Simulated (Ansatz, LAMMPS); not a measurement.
# A frame of liquid (K,Li)2CO3 from 1100 K (102 atoms): geometry optimisation

Aim: bring a frame of liquid (K,Li)2CO3 from 1100 K (102 atoms) to a nearby minimum of the energy and see what moves.

Method: Kohn-Sham DFT, r2SCAN, PAW (set soft_2), plane waves, in Ansatz 0.2.0.

## 1. The structure

The cell holds 102 atoms: 17 C, 51 O, 13 K and 21 Li. Cell: a = 11.454 Å, b = 11.454 Å, c = 11.454 Å, α = 90.0°, β = 90.0°, γ = 90.0°. 13 K+, 21 Li+, 17 CO3 2- placed at random, at 1.85 g/cm³; overlaps pushed apart, then 10 ps at 1500 K with harmonic planar carbonate ions with charges +1 on C and -1 on O; Joung-Cheatham ions (J. Phys. Chem. B 112, 9020 (2008)); charges of ions scaled by 0.8. Snapshot after 20 ps at 1100 K and fixed volume.

Limits known from the start: The starting topology of bonds comes from the classical model. The Brillouin zone is sampled at Γ only, in a cell whose shortest periodic width is 11 Å.

## 2. Single point at the start

A single point comes first, to see the forces before anything moves.

The input, input.yaml:

```yaml
crystal:
  lattice:
    - [11.45401, 0.0, 0.0]
    - [0.0, 11.45401, 0.0]
    - [0.0, 0.0, 11.45401]
  atoms:
    - { symbol: C, position: [0.67497, 0.189, 0.61096] }
    - { symbol: O, position: [0.65951, 0.16293, 0.71824] }
    - { symbol: O, position: [0.59459, 0.17723, 0.5325] }
    - { symbol: O, position: [0.75285, 0.26573, 0.58637] }
    [... 92 atom lines left out ...]
    - { symbol: Li, position: [0.28976, 0.70683, 0.18761] }
    - { symbol: Li, position: [0.95357, 0.33342, 0.07605] }
    - { symbol: Li, position: [0.30625, 0.82551, 0.80196] }
    - { symbol: Li, position: [0.19123, 0.92702, 0.03185] }
    - { symbol: Li, position: [0.78554, 0.6726, 0.68525] }
    - { symbol: Li, position: [0.55296, 0.2043, 0.82897] }
kpoints:
  mp_grid: { grid: [1, 1, 1] }
hamiltonian:
  xc: r2scan
scf:
  occupations: { method: fixed }
output:
  forces: true
  stress: true
  populations: true
  dos:
    method: { smearing: { sigma: 0.08 } }
    de: 0.1
    projected: { site_lists: { C: [C], K: [K], Li: [Li], O: [O] } }
  eigenvalues: true
```

Started as:

```
$ ansatz run input.yaml --threads 4 --pin off --max-ram 8192MiB --backend cpu --events-out ev --progress --plain --runs-dir out
```

Wall time 2 min (4 threads of Arm Neoverse N1, shared host); peak memory 4.3 GiB.

Numbers from this run:

```
free energy                                      : -57672.9349 eV
free energy per atom                             : -565.4209 eV/atom
SCF cycles                                       : 11
pressure                                         : 3.306 GPa
r.m.s. force component                           : 2.37 eV/Å
longest force                                    : 12.14 eV/Å
Fermi energy                                     : 2.441 eV
gap (highest filled to lowest empty level) : 2.51 eV
spilling of the projection                       : 0.0092
```

The r.m.s. force component of 2.4 eV/Å and the pressure of 3.3 GPa set the starting point.

Neighbours are counted within 2.58 Å (O-Li), 1.73 Å (O-C), 3.52 Å (O-K).

Length of the force by element and coordination:

| element | coordination | atoms | mean length of the force (eV/Å) | spread | least | most |
| --- | --- | --- | --- | --- | --- | --- |
| C | all | 17 | 5.04 | 2.05 | 1.59 | 10.3 |
| K | all | 13 | 0.531 | 0.248 | 0.0811 | 1.07 |
| K | 4 | 1 | 1.07 | 0 | 1.07 | 1.07 |
| K | 5 | 2 | 0.478 | 0.0566 | 0.421 | 0.534 |
| K | 6 | 4 | 0.484 | 0.229 | 0.163 | 0.792 |
| K | 7 | 5 | 0.442 | 0.199 | 0.0811 | 0.664 |
| K | 8 | 1 | 0.721 | 0 | 0.721 | 0.721 |
| Li | all | 21 | 0.676 | 0.299 | 0.149 | 1.16 |
| Li | 3 | 4 | 0.510 | 0.287 | 0.154 | 0.855 |
| Li | 4 | 8 | 0.629 | 0.187 | 0.434 | 0.959 |
| Li | 5 | 8 | 0.769 | 0.352 | 0.149 | 1.16 |
| Li | 6 | 1 | 0.967 | 0 | 0.967 | 0.967 |
| O | all | 51 | 4.17 | 2.46 | 0.95 | 12.1 |
| O | 2 | 1 | 1.75 | 0 | 1.75 | 1.75 |
| O | 3 | 6 | 2.13 | 0.507 | 1.20 | 2.78 |
| O | 4 | 25 | 4.07 | 2.37 | 0.95 | 10.5 |
| O | 5 | 12 | 5.44 | 2.85 | 1.25 | 12.1 |
| O | 6 | 7 | 4.49 | 1.65 | 1.30 | 6.88 |

## 3. Relaxation

The atoms are relaxed in the fixed cell, aiming at the force tolerance of the input.

input.yaml, the sections that differ from step 2:

```yaml
output:
  forces: true
relax:
  f_tol: 0.05
  max_steps: 200
# crystal, kpoints, hamiltonian, scf: as in step 2
```

The job ended after 61 min (4 threads; peak memory 4.1 GiB).

The steps of the relaxation (22 of 56):

| step | energy less that of the first step (eV) | largest force component (eV/Å) |
| --- | --- | --- |
| 1 | 0.0000 | 8.8079 |
| 4 | -18.1975 | 1.4351 |
| 6 | -20.8690 | 1.1318 |
| 9 | -23.3678 | 0.4954 |
| 11 | -23.9735 | 0.7112 |
| 14 | -24.5522 | 0.5670 |
| 17 | -24.7477 | 0.2014 |
| 19 | -24.8025 | 0.1847 |
| 22 | -24.8583 | 0.5431 |
| 25 | -24.9687 | 0.9383 |
| 27 | -25.1479 | 0.4577 |
| 30 | -25.2739 | 0.3670 |
| 32 | -25.4311 | 1.0864 |
| 35 | -25.6383 | 0.8997 |
| 38 | -25.7151 | 0.3241 |
| 40 | -25.7684 | 0.3782 |
| 43 | -25.8310 | 0.6709 |
| 46 | -25.9156 | 0.3482 |
| 48 | -25.9643 | 0.5451 |
| 51 | -26.0490 | 0.8329 |
| 53 | -26.1436 | 0.4514 |
| 56 | -26.2130 | 0.0415 |

Relaxation step 35 was tried and not accepted.

The atoms that moved most (Å):

| atom | dx | dy | dz | length |
| --- | --- | --- | --- | --- |
| O30 | -1.512 | -0.439 | -0.864 | 1.796 |
| O59 | 0.392 | -0.995 | 1.307 | 1.689 |
| O27 | 0.248 | -1.355 | -0.755 | 1.571 |
| K76 | -1.505 | -0.172 | 0.077 | 1.517 |
| K70 | -0.502 | -1.063 | 0.953 | 1.514 |
| O60 | 0.591 | 1.359 | -0.037 | 1.482 |
| O15 | 1.141 | 0.088 | 0.911 | 1.463 |
| O40 | -0.335 | 1.178 | 0.759 | 1.441 |

The relaxation changed the energy by -257 meV/atom, and atoms moved by 0.84 Å r.m.s., 1.8 Å at most.

## 4. Local order after relaxation

Bonds before and after, by the cutoffs listed below:

| pair | bonds before | bonds after | mean before (Å) | mean after (Å) | spread before (Å) | spread after (Å) |
| --- | --- | --- | --- | --- | --- | --- |
| O-Li | 76 | 82 | 2.110 | 1.993 | 0.140 | 0.080 |
| O-C | 51 | 51 | 1.268 | 1.291 | 0.050 | 0.011 |
| O-K | 81 | 90 | 2.964 | 2.899 | 0.271 | 0.217 |

Density 1.85 g/cm³, 14.73 Å³ an atom.

g(r), total and by pair (bins of 0.2 Å):

| r (Å) | total | O-O | O-Li | O-C | O-K | Li-Li | Li-C |
| --- | --- | --- | --- | --- | --- | --- | --- |
| 1.20 | 2.97 | 0.00 | 0.00 | 17.80 | 0.00 | 0.00 | 0.00 |
| 1.40 | 0.59 | 0.00 | 0.00 | 3.54 | 0.00 | 0.00 | 0.00 |
| 1.60 | 0.00 | 0.00 | 0.00 | 0.00 | 0.00 | 0.00 | 0.00 |
| 1.80 | 0.20 | 0.00 | 0.96 | 0.00 | 0.00 | 0.00 | 0.00 |
| 2.00 | 2.02 | 0.00 | 9.78 | 0.00 | 0.00 | 0.00 | 0.00 |
| 2.20 | 1.37 | 4.71 | 0.82 | 0.00 | 0.00 | 0.00 | 0.34 |
| 2.40 | 0.18 | 0.00 | 0.10 | 0.00 | 0.00 | 0.00 | 2.35 |
| 2.60 | 0.55 | 0.00 | 0.17 | 0.00 | 2.42 | 1.21 | 2.23 |
| 2.80 | 1.08 | 0.18 | 0.28 | 0.00 | 3.92 | 1.73 | 5.72 |
| 3.00 | 1.09 | 0.81 | 0.81 | 0.15 | 2.03 | 2.13 | 3.00 |
| 3.20 | 1.29 | 1.92 | 0.55 | 0.40 | 0.97 | 2.12 | 1.97 |
| 3.40 | 1.11 | 1.45 | 1.46 | 0.72 | 0.47 | 0.69 | 0.14 |
| 3.60 | 0.94 | 1.00 | 0.93 | 0.85 | 0.48 | 1.04 | 0.27 |
| 3.80 | 0.89 | 0.55 | 1.21 | 1.43 | 0.63 | 0.19 | 0.23 |
| 4.00 | 1.00 | 0.72 | 1.29 | 1.46 | 0.96 | 0.69 | 0.00 |
| 4.20 | 1.06 | 0.70 | 1.08 | 1.91 | 0.97 | 0.92 | 0.20 |
| 4.40 | 0.90 | 0.85 | 0.49 | 1.60 | 1.12 | 0.42 | 0.61 |
| 4.60 | 0.95 | 0.95 | 0.84 | 1.14 | 1.41 | 0.52 | 0.32 |
| 4.80 | 0.94 | 1.17 | 0.88 | 0.57 | 0.90 | 1.65 | 0.51 |
| 5.00 | 1.04 | 1.35 | 1.03 | 0.94 | 1.33 | 0.86 | 0.60 |
| 5.20 | 1.01 | 1.40 | 0.68 | 0.71 | 0.94 | 1.40 | 1.19 |
| 5.40 | 1.07 | 1.12 | 0.78 | 1.09 | 0.83 | 1.77 | 1.39 |
| 5.60 | 0.97 | 1.03 | 0.92 | 0.95 | 0.88 | 0.95 | 1.02 |

Bonds by pair of elements; cutoffs follow the first minimum of g(r), held within bounds set by covalent radii, and pairs that aren't listed don't count as bonded:

| pair A-B | cutoff (Å) | bonds | mean length (Å) | spread (Å) | shortest (Å) | B about A | A about B |
| --- | --- | --- | --- | --- | --- | --- | --- |
| O-Li | 2.38 | 82 | 1.99 | 0.08 | 1.84 | 1.61 | 3.90 |
| O-C | 1.73 | 51 | 1.29 | 0.011 | 1.26 | 1 | 3 |
| O-K | 3.52 | 90 | 2.90 | 0.217 | 2.55 | 1.76 | 6.92 |

How many atoms have how many bonded neighbours:

| element | mean | 3 | 4 | 5 | 6 | 7 | 8 | 10 |
| --- | --- | --- | --- | --- | --- | --- | --- | --- |
| C | 3 | 17 | 0 | 0 | 0 | 0 | 0 | 0 |
| K | 6.92 | 0 | 1 | 0 | 2 | 8 | 1 | 1 |
| Li | 3.90 | 3 | 17 | 1 | 0 | 0 | 0 | 0 |
| O | 4.37 | 4 | 28 | 15 | 4 | 0 | 0 | 0 |

Bond angles, per cent of each kind in bins of 5°:

| angle (°) | K-O-Li | O-Li-O | C-O-K | C-O-Li |
| --- | --- | --- | --- | --- |
| 55–60 | 1.6 | 0.0 | 0.0 | 0.0 |
| 60–65 | 0.8 | 2.5 | 0.0 | 0.0 |
| 65–70 | 4.9 | 5.0 | 2.2 | 0.0 |
| 70–75 | 9.0 | 0.0 | 3.3 | 0.0 |
| 75–80 | 5.7 | 0.0 | 1.1 | 2.4 |
| 80–85 | 13.9 | 0.8 | 8.9 | 3.7 |
| 85–90 | 16.4 | 4.1 | 12.2 | 12.2 |
| 90–95 | 5.7 | 0.8 | 7.8 | 3.7 |
| 95–100 | 9.0 | 7.4 | 7.8 | 3.7 |
| 100–105 | 6.6 | 16.5 | 8.9 | 3.7 |
| 105–110 | 2.5 | 14.9 | 5.6 | 4.9 |
| 110–115 | 4.1 | 13.2 | 8.9 | 6.1 |
| 115–120 | 1.6 | 12.4 | 5.6 | 11.0 |
| 120–125 | 1.6 | 5.8 | 5.6 | 14.6 |
| 125–130 | 0.8 | 5.0 | 3.3 | 6.1 |
| 130–135 | 2.5 | 4.1 | 2.2 | 8.5 |
| 135–140 | 2.5 | 3.3 | 3.3 | 4.9 |
| 140–145 | 0.8 | 1.7 | 4.4 | 1.2 |
| 145–150 | 1.6 | 0.0 | 2.2 | 4.9 |
| 150–155 | 1.6 | 2.5 | 3.3 | 2.4 |
| 155–160 | 2.5 | 0.0 | 2.2 | 2.4 |
| 160–165 | 0.8 | 0.0 | 1.1 | 0.0 |
| 165–170 | 0.0 | 0.0 | 0.0 | 0.0 |
| 170–175 | 2.5 | 0.0 | 0.0 | 2.4 |
| 175–180 | 0.8 | 0.0 | 0.0 | 1.2 |

Bond angles (no mean is given where the spread exceeds 20°):

| angle | count | mean (°) | spread (°) |
| --- | --- | --- | --- |
| K-O-Li | 122 | - | - |
| O-Li-O | 121 | 109 | 18.4 |
| C-O-K | 90 | - | - |
| C-O-Li | 82 | - | - |

Bond length by coordination (bonds to H left out):

| element | coordination | atoms | mean bond length (Å) |
| --- | --- | --- | --- |
| K | 4 | 1 | 2.74 |
| K | 6 | 2 | 2.86 |
| K | 7 | 8 | 2.90 |
| K | 8 | 1 | 2.96 |
| K | 10 | 1 | 2.93 |
| Li | 3 | 3 | 1.93 |
| Li | 4 | 17 | 1.99 |
| Li | 5 | 1 | 2.09 |
| O | 3 | 4 | 1.78 |
| O | 4 | 28 | 2.10 |
| O | 5 | 15 | 2.34 |
| O | 6 | 4 | 2.39 |

Counting bonds as in the table, all C atoms have 3, 62 % of K atoms have 7, 81 % of Li atoms have 4 and 55 % of O atoms have 4 bonded neighbours.

## 5. Single point at the relaxed geometry

One more single point at the end of the walk gives the fuller output and checks the residual forces.

The input, input.yaml:

```yaml
crystal:
  lattice:
    - [11.45401, 0.0, 0.0]
    - [0.0, 11.45401, 0.0]
    - [0.0, 0.0, 11.45401]
  atoms:
    - { symbol: C, position: [0.65524, 0.16415, 0.61541] }
    - { symbol: O, position: [0.70772, 0.13812, 0.71313] }
    - { symbol: O, position: [0.55998, 0.11179, 0.58773] }
    - { symbol: O, position: [0.69699, 0.24612, 0.55079] }
    [... 92 atom lines left out ...]
    - { symbol: Li, position: [0.28285, 0.69221, 0.16242] }
    - { symbol: Li, position: [0.96054, 0.30025, 0.02356] }
    - { symbol: Li, position: [0.38338, 0.84854, 0.81445] }
    - { symbol: Li, position: [0.18374, 0.00916, 0.00609] }
    - { symbol: Li, position: [0.793, 0.65357, 0.65629] }
    - { symbol: Li, position: [0.58762, 0.17077, 0.82606] }
kpoints:
  mp_grid: { grid: [1, 1, 1] }
hamiltonian:
  xc: r2scan
scf:
  occupations: { method: fixed }
output:
  forces: true
  stress: true
  populations: true
  dos:
    method: { smearing: { sigma: 0.1 } }
    de: 0.1
    projected: { site_lists: { C: [C], K: [K], Li: [Li], O: [O] } }
  eigenvalues: true
  write_density: true
  write_potential: true
  volumetric_format: npy
  elf: true
```

Wall time 2 min (4 threads); peak memory 4.3 GiB.

The program notes that the exchange-correlation potential is rough where the density is thin.

Read from the output:

```yaml
free_energy: -57699.1478 eV
free_energy_per_atom: -565.6779 eV/atom
scf_cycles: 10
pressure: -1.529 GPa
r_m_s_force_component: 0.01025 eV/Å
longest_force: 0.04527 eV/Å
fermi_energy: 1.773 eV
spacing_of_highest_filled_and_lowest_empty_level: 4.065 eV
spilling_of_the_projection: 0.008616
```

Löwdin charges by element and coordination (they lack the spilled electrons, 0.047 e an atom on average):

| element | coordination | atoms | mean charge (e) | spread | least | most |
| --- | --- | --- | --- | --- | --- | --- |
| C | all | 17 | 0.712 | 0.0136 | 0.688 | 0.741 |
| K | all | 13 | 0.865 | 0.0102 | 0.849 | 0.885 |
| K | 4 | 1 | 0.878 | 0 | 0.878 | 0.878 |
| K | 6 | 2 | 0.871 | 0.0059 | 0.865 | 0.877 |
| K | 7 | 8 | 0.865 | 0.01 | 0.849 | 0.885 |
| K | 8 | 1 | 0.860 | 0 | 0.860 | 0.860 |
| K | 10 | 1 | 0.851 | 0 | 0.851 | 0.851 |
| Li | all | 21 | 0.780 | 0.0096 | 0.767 | 0.800 |
| Li | 3 | 3 | 0.795 | 0.0039 | 0.791 | 0.800 |
| Li | 4 | 17 | 0.777 | 0.0076 | 0.767 | 0.797 |
| Li | 5 | 1 | 0.768 | 0 | 0.768 | 0.768 |
| O | all | 51 | -0.685 | 0.0242 | -0.731 | -0.608 |
| O | 3 | 4 | -0.666 | 0.0365 | -0.698 | -0.608 |
| O | 4 | 28 | -0.687 | 0.0253 | -0.731 | -0.620 |
| O | 5 | 15 | -0.683 | 0.0149 | -0.708 | -0.639 |
| O | 6 | 4 | -0.702 | 0.0113 | -0.715 | -0.690 |

States in the cell by windows of 1 eV, zero at the Fermi level; the larger projections on atomic orbitals stand beside the total:

| from (eV) | to (eV) | total | O p | C p | O s | K p |
| --- | --- | --- | --- | --- | --- | --- |
| -14 | -13 | 9.5 | 0.1 | 0.0 | 0.0 | 9.3 |
| -13 | -12 | 68.5 | 0.8 | 0.1 | 0.1 | 67.2 |
| -12 | -11 | 0.1 | 0.0 | 0.0 | 0.0 | 0.1 |
| -11 | -9 | 0.0 | 0.0 | 0.0 | 0.0 | 0.0 |
| -9 | -8 | 27.2 | 15.2 | 0.1 | 7.3 | 0.2 |
| -8 | -7 | 7.8 | 4.4 | 0.2 | 2.0 | 0.1 |
| -7 | -6 | 70.7 | 46.5 | 14.0 | 7.6 | 0.3 |
| -6 | -5 | 30.4 | 18.8 | 9.0 | 1.9 | 0.2 |
| -5 | -4 | 0.0 | 0.0 | 0.0 | 0.0 | 0.0 |
| -4 | -3 | 3.7 | 3.5 | 0.0 | 0.0 | 0.0 |
| -3 | -2 | 74.3 | 71.0 | 0.2 | 0.2 | 0.2 |
| -2 | -1 | 61.5 | 60.0 | 0.1 | 0.1 | 0.2 |
| -1 | 0 | 29.8 | 29.3 | 0.0 | 0.0 | 0.0 |
| 0 | 1 | 0.6 | 0.6 | 0.0 | 0.0 | 0.0 |
| 1 | 3 | 0.0 | 0.0 | 0.0 | 0.0 | 0.0 |
| 3 | 4 | 0.7 | 0.0 | 0.0 | 0.1 | 0.0 |
| 4 | 5 | 4.1 | 0.1 | 0.1 | 0.3 | 0.0 |

With fixed occupations the program's Fermi level is the highest filled level; weight inside the gap is the broadening of levels at its edges.

Between -26 and -14 eV lie 102 more states.

The stored curve holds about 486 of the 554 electrons; the rest, give or take the few that broadening carries across the Fermi level, lie in deeper levels below its range.

The levels nearest the highest filled one (over half full), pooled over k-points and spins:

| level less the highest filled one (eV) | occupation |
| --- | --- |
| -0.380 | 2 |
| -0.366 | 2 |
| -0.347 | 2 |
| -0.323 | 2 |
| -0.144 | 2 |
| 0 | 2 |
| 4.07 | 0 |
| 4.81 | 0 |
| 5.06 | 0 |
| 5.18 | 0 |
| 5.36 | 0 |
| 5.45 | 0 |

Mean Löwdin charges: C +0.71, K +0.87, Li +0.78, O -0.69 e (they miss 0.86 % of the electrons, so they add up to more than the cell's charge).

Runs without a result: hamiltonian.pseudopotentials.accuracy = "standard", hamiltonian.pseudopotentials.kind = "nc", scf.initial_density.chi_scale = 0.3, scf.occupations.method = "gaussian" and scf.occupations.width = 0.1 (cut at the time limit).

1 further run on a deliberately doubtful input is not shown.

## 6. Outcome

```json
{
  "energy change in the relaxation": "-257 meV/atom",
  "r.m.s. displacement": "0.839 Å",
  "largest displacement": "1.796 Å",
  "free energy per atom": "-565.6779 eV/atom",
  "pressure": "-1.529 GPa",
  "r.m.s. force component": "0.01025 eV/Å",
  "gap (highest filled to lowest empty level)": "4.065 eV",
  "wall time of the 5 DFT runs, those left out included": "83 min"
}
```

What this shows: Relaxation lowers the energy by 257 meV/atom and moves atoms by 0.84 Å r.m.s.; the r.m.s. force component goes from 2.4 to 0.010 eV/Å, the pressure goes from 3.3 to -1.5 GPa, and the gap from 2.51 to 4.07 eV. By the final cutoffs 37 of 208 bonded pairs parted and 52 joined. First to last step the energy falls by 26.213 eV; the largest move, 1.80 Å, is that of O30. The O-Li bonds change most in mean length: from 2.110 Å (spread 0.140) to 1.993 Å (spread 0.080), and their number from 76 to 82. Counting bonds as in the table, all C atoms have 3, 62 % of K atoms have 7, 81 % of Li atoms have 4 and 55 % of O atoms have 4 bonded neighbours. Between filled and empty levels lie 4.07 eV (at Γ alone); a semilocal functional tends to put such gaps too low. In a disordered cell it changes from sample to sample and from frame to frame.

Caveats: The network of bonds at the start is that of the classical potential that made the cell; in DFT 37 of its 208 bonded pairs passed out of the cutoffs and 52 came within them. The pressure of -1.5 GPa says that the cell would shrink at this level of theory.

[Logs are printed without paths, hosts, clocks, repeated set-up lines and the standing remarks that a program may print on its own settings, such as how far it seeks lower states.]

[Hosts, paths, dates, database ids (printed as entryN), source tags and the programs' standing remarks are cut or masked in the printed files.]
